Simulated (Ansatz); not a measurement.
# Ba2NaCu: relaxing a made-up structure, part 2 of 2

This structure for Ba2NaCu is made up. Its elements were placed in a known structure type with a cell scaled to their sizes. What cell does the guess relax to, and how far off was it?

Ansatz 0.2.0; DFT, PBE, plane-wave PAW, files of the set soft_1, scalar-relativistic, ferromagnetic start, cell and ions relaxed at zero pressure; PAW set soft_1 (the session's first sound run).

So far: The starting structure; Relaxation of the guess. The relaxed cell has a = 4.924, c = 16.619 Å (conventional setting).

## Step 3: Electronic structure of the relaxed cell

With the geometry fixed, one more self-consistent run, with a narrower smearing and the mesh shown in its input, gives the bands, and its pressure, and its forces where symmetry allows any, show how far the geometry depends on these settings.

This step: DFT, PBE, plane-wave PAW, files of the set soft_1, scalar-relativistic, no spin, bands and density of states at the relaxed cell; PAW set soft_1 (Ansatz 0.2.0).

Contents of input.yaml:

```yaml
crystal:
  lattice:
    - [4.9235887484, 0.0, 0.0]
    - [-2.4617943742, 4.2639529339, 0.0]
    - [0.0, 0.0, 16.6190326684]
  atoms:
    - { symbol: Ba, position: [0.3333333333, 0.6666666667, 0.1138001804] }
    - { symbol: Ba, position: [0.6666666667, 0.3333333333, 0.6138001804] }
    - { symbol: Ba, position: [0.6666666667, 0.3333333333, 0.8861998196] }
    - { symbol: Ba, position: [0.3333333333, 0.6666666667, 0.3861998196] }
    - { symbol: Cu, position: [0.0, 0.0, 0.25] }
    - { symbol: Cu, position: [0.0, 0.0, 0.75] }
    - { symbol: Na, position: [0.3333333333, 0.6666666667, 0.75] }
    - { symbol: Na, position: [0.6666666667, 0.3333333333, 0.25] }
kpoints:
  mp_grid: { grid: [8, 8, 2] }
  band_path:
    path:
      - [[0.0, 0.0, 0.0], [0.5, 0.0, 0.0], [0.33333333, 0.33333333, 0.0], [0.0, 0.0, 0.0], [0.0, 0.0, 0.5], [0.5, 0.0, 0.5], [0.33333333, 0.33333333, 0.5], [0.0, 0.0, 0.5]]
      - [[0.5, 0.0, 0.5], [0.5, 0.0, 0.0]]
      - [[0.33333333, 0.33333333, 0.0], [0.33333333, 0.33333333, 0.5]]
    npoints: 8
scf:
  occupations: { method: fermi_dirac, width: 0.03 }
  n_extra_bands: 12
hamiltonian:
  xc: pbe
  pseudopotentials: { kind: paw, azcp: { folder: soft_1 } }
output:
  forces: true
  stress: true
  write_bands: true
  dos: { projected: true }
  write_density: true
  write_potential: true
  elf: true
  volumetric_format: npy
```

The run is started by

```bash
ansatz run input.yaml --threads 4 --pin off --max-ram 10240MiB --backend cpu --events-out ev --progress --plain --runs-dir out
```

Numbers of over 12 decimals in the logs are rounded to 6 here.

Output:

```text
[...]
Crystal: 8 atoms, lattice volume = 348.899 Å³
Basis set: ecut = 420 eV, 6805 PW (Γ), exchange–correlation on 72×72×240 points (8 copies of the dense FFT grid, shifted against one another)
Bands: 60, of which v1, the nominal top of the filled ones, is band 48 counted from 1 (47 counted from 0)
Symmetry: 24 space group operations
[...]
k-points: 20 of 128
[...]
SCF iter   1: F=—  HF=-40114.927751 eV  |F-HF|=—  |Δ(HF+E_count)|=         —  Δρ=7.69e-1  dr2=2.21e3  ethr=3.10e-3  ⟨swp⟩=13.2  Hψ=6562  notcnv=0  defer=4
[...]
SCF iter  16: F=-40021.148758 eV  HF=-40021.148758 eV  |F-HF|=2.21e-8  |Δ(HF+E_count)|=   8.70e-8  Δρ=1.25e-6  dr2=2.56e-8  ethr=1.04e-10  ⟨swp⟩=22.4  Hψ=11223  notcnv=0
SCF 1 converged in 16 iterations: F = -40021.148758 eV  dr2 = 2.56e-8
[...]
NSCF: frozen V_eff on 75 k-points
SCF converged after 16 iterations
Free energy (F): -40021.148758 eV
[...]
Internal energy: -40021.133759 eV  (E = F + TS)
E sigma→0 (E₀):  -40021.141258 eV
Entropy (-TS):   -0.014998 eV (-1.875 meV/atom)
Fermi energy:    5.706026 eV
[...]
--- Forces (eV/Å), atoms counted from 1 ---
  atom   1  Ba    -0.00000000     0.00000000     0.01815341
  atom   2  Ba    -0.00000000    -0.00000000     0.01815341
  atom   3  Ba    -0.00000000    -0.00000000    -0.01815341
  atom   4  Ba     0.00000000     0.00000000    -0.01815341
  atom   5  Cu     0.00000000    -0.00000000     0.00000000
  atom   6  Cu     0.00000000     0.00000000     0.00000000
  atom   7  Na     0.00000000     0.00000000     0.00000000
  atom   8  Na     0.00000000    -0.00000000     0.00000000
  max |Σ_I F_I| component: 6.01e-17 eV/Å
--- Stress (GPa, compression-positive) ---
       -0.043692      -0.000000       0.000000
        0.000000      -0.043692       0.000000
        0.000000       0.000000       0.078229
  P = ⅓ Tr σ = -0.0031 GPa (-0.031 kbar)
--- Band table (eV; the first three rows and the last of 20) ---
  k-point 0: bands = [... 44 lower, 3.5650, 4.4637, 5.0197, 5.7994, 6.7335, 6.7335, 6.7970, 6.8157, ... 8 higher]
  k-point 1: bands = [... 44 lower, 3.9232, 3.9232, 5.5395, 5.5395, 6.7490, 6.7490, 6.7831, 6.7831, ... 8 higher]
  k-point 2: bands = [... 44 lower, 3.7762, 4.6625, 4.9868, 5.8154, 6.4056, 6.5168, 6.7285, 6.7430, ... 8 higher]
  k-point 19: bands = [... 44 lower, 4.7859, 4.7859, 5.3872, 5.3872, 5.7796, 5.7796, 6.1176, 6.1176, ... 8 higher]
```

Wall time 8 s (4 threads of AMD EPYC 9B45 (Zen 5), shared host); peak memory 1.4 GiB; 30 s of CPU time.

This step gave:

| Quantity | Value |
| --- | --- |
| free energy | -40021.1488 eV |
| energy at zero smearing | -40021.1413 eV |
| smearing term TS | 0.01500 eV |
| Fermi energy | 5.706 eV |
| pressure | -0.003052 GPa |

From bands.tsv, the bands that come nearest the Fermi level along the path, at its corners, in eV from the Fermi level:

```
point  band 45  band 46  band 47  band 48  band 49  band 50  band 51  band 52
    Γ    -2.14    -1.24    -0.69     0.09     1.03     1.03     1.09     1.11
    M    -1.36    -1.28    -0.41    -0.26     0.21     0.28     0.54     0.72
    K    -0.79    -0.79    -0.47    -0.47     0.12     0.18     0.32     0.32
    Γ    -2.14    -1.24    -0.69     0.09     1.03     1.03     1.09     1.11
    A    -1.78    -1.78    -0.17    -0.17     1.04     1.04     1.08     1.08
    L    -1.33    -1.33    -0.33    -0.33     0.24     0.24     0.73     0.73
    H    -0.79    -0.79    -0.47    -0.47     0.15     0.15     0.33     0.33
    A    -1.78    -1.78    -0.17    -0.17     1.04     1.04     1.08     1.08
    L    -1.33    -1.33    -0.33    -0.33     0.24     0.24     0.73     0.73
    M    -1.36    -1.28    -0.41    -0.26     0.21     0.28     0.54     0.72
    K    -0.79    -0.79    -0.47    -0.47     0.12     0.18     0.32     0.32
    H    -0.79    -0.79    -0.47    -0.47     0.15     0.15     0.33     0.33
```

Counts of states for the cell as run, both spins, by energy window (eV from the Fermi level):

```csv
from,to,total
-8,-7,0.00
-7,-6,0.00
-6,-5,0.00
-5,-4,0.00
-4,-3,1.98
-3,-2,22.03
-2,-1,2.73
-1,0,5.18
0,1,13.04
```

Below -8 eV lie 64.0 more states.

Electrostatic potential energy in the ac plane at fractional y = 0.333, with atoms of Ba and Na within 0.2 Å of it. With pseudopotentials it is smooth inside the atoms' cores, unlike the true potential.

Values in eV, 24 rows by 14 columns, each cell a mean:
```
  7   8   8   8   7   6   5   3   1   0   1   3   5   6
  6   7   8   8   6   4  -2 -13 -27 -34 -29 -16  -3   3
  5   7   8   7   6   1 -10 -34 -51 -52 -51 -39 -14   0
  6   7   8   8   6   3  -3 -18 -34 -41 -37 -22  -6   2
  7   8   8   8   7   6   5   2   0  -2  -1   2   4   6
  7   7   6   7   7   8   7   7   7   6   6   7   7   8
  7   7   7   7   7   7   7   6   6   5   5   6   7   7
  7   8   8   8   7   6   3  -1  -7 -10  -8  -2   2   5
  6   7   8   8   6   3  -6 -26 -44 -49 -46 -31 -10   1
  5   7   8   7   6   2  -9 -31 -49 -52 -50 -36 -13   0
  6   8   8   8   7   5   1  -6 -15 -21 -17  -8   0   4
  7   8   8   8   8   7   6   5   4   3   4   5   6   7
  7   7   7   7   7   7   7   7   8   7   8   7   7   7
  5   4   4   4   5   6   7   8   8   8   8   8   7   6
  4   2   2   2   4   5   7   7   8   8   8   8   7   6
  5   4   4   4   5   6   7   7   7   7   7   7   7   6
  7   7   7   7   7   7   6   5   1  -2   1   4   6   7
  7   8   7   8   8   7   4  -6 -36 -48 -41 -12   4   6
  7   7   7   7   8   7   5  -2 -24 -37 -29  -6   4   7
  7   6   6   6   7   7   7   6   5   4   4   5   6   7
  5   3   3   3   4   6   7   7   8   8   8   7   7   6
  4   3   2   2   4   5   7   8   8   8   8   8   7   6
  6   5   5   5   6   6   7   8   8   8   8   8   7   7
  7   7   7   7   7   7   7   7   7   7   7   7   7   7
```
Columns run along a (4.9 Å; values clipped at the 3rd and 97th percentile), rows up along c (16.6 Å). Atoms in or near the plane, at fractional coordinates: Ba at (0.67, 0.61), Ba at (0.67, 0.89), Na at (0.67, 0.25).

Valence density in the ac plane at fractional y = 0.333, with atoms of Ba and Na within 0.2 Å of it. It is the smooth field of the valence electrons, not physical close to the nuclei.

Ten steps, logarithmic in the rise over the least value, from '0' (0 e/Å³) to '9' (14 e/Å³), each cell a mean:
```
00000000111000
00000023444320
00000134434431
00000024444421
00000001122100
00110000000000
00000000000000
00000012333210
00000124444431
00000134444431
00000012344310
00000000000000
00000000000000
00000000000000
01110000000000
00000000000000
00000000122000
00100003898410
00000002687300
00000000000000
00110000000000
01110000000000
00000000000000
00000000000000
```
Columns run along a (4.9 Å), rows up along c (16.6 Å). Atoms in or near the plane, at fractional coordinates: Ba at (0.67, 0.61), Ba at (0.67, 0.89), Na at (0.67, 0.25).

ELF in the ac plane at fractional y = 0.333, with atoms of Ba and Na within 0.2 Å of it. It is the smooth field of the valence electrons, not physical close to the nuclei.

Ten even steps from '0' (0.02) to '9' (0.83), each cell a mean:
```
23432112343211
01320159989962
01210389302994
12331169978972
34443212454211
43334431000124
43334321000123
24443124677521
12321279746983
01210389513994
02321137999841
23432111121111
11111223333332
01110013565420
12321012455310
11111112333321
22222210121012
44444203645402
44344302555302
21112221010112
11211113444311
12321012455310
00110123565421
21112222222222
```
Columns run along a (4.9 Å), rows up along c (16.6 Å). Atoms in or near the plane, at fractional coordinates: Ba at (0.67, 0.61), Ba at (0.67, 0.89), Na at (0.67, 0.25).

## Step 4: What came out

| Quantity | Value |
| --- | --- |
| space group, relaxed | P6_3/mmc |
| conventional cell | a = 4.924, b = 4.924, c = 16.619 Å; α = 90.0°, β = 90.0°, γ = 120.0° |
| volume per atom | 43.61 Å³ (guess 41.75) |
| total moment | 0.00 μB in the cell of 8 atoms |

**Reading.** Ba2NaCu relaxes to P6_3/mmc with a = 4.924, b = 4.924 and c = 16.619 Å. The guessed volume was 4 % too small. The space group P6_3/mmc was held in the relaxation, so the end point is a stationary structure within it and may be a saddle against distortions or other arrangements. The moments died out from this one start and weren't seeded again at the relaxed cell. Bands cross the Fermi level, so it is a metal or semimetal at this level. On the 8×8×2 mesh with the narrower smearing (relaxed on 7×7×2) the largest force component is 0.018 eV/Å and the largest stress component is 0.078 GPa, against the relaxation's thresholds of 0.015 eV/Å and 0.05 GPa. The cutoff wasn't tested. Spin-orbit coupling is left out, which can matter for elements this heavy. No dispersion term is used, so weakly bound directions may come out too long. Nothing here tests whether the compound is stable against decomposition.

[Logs are printed without paths, hosts, clocks, repeated set-up lines and the standing remarks that a program may print on its own settings, such as how far it seeks lower states.]

[Hosts, paths, dates, database ids (printed as entryN), source tags and the programs' standing remarks are cut or masked in the printed files.]
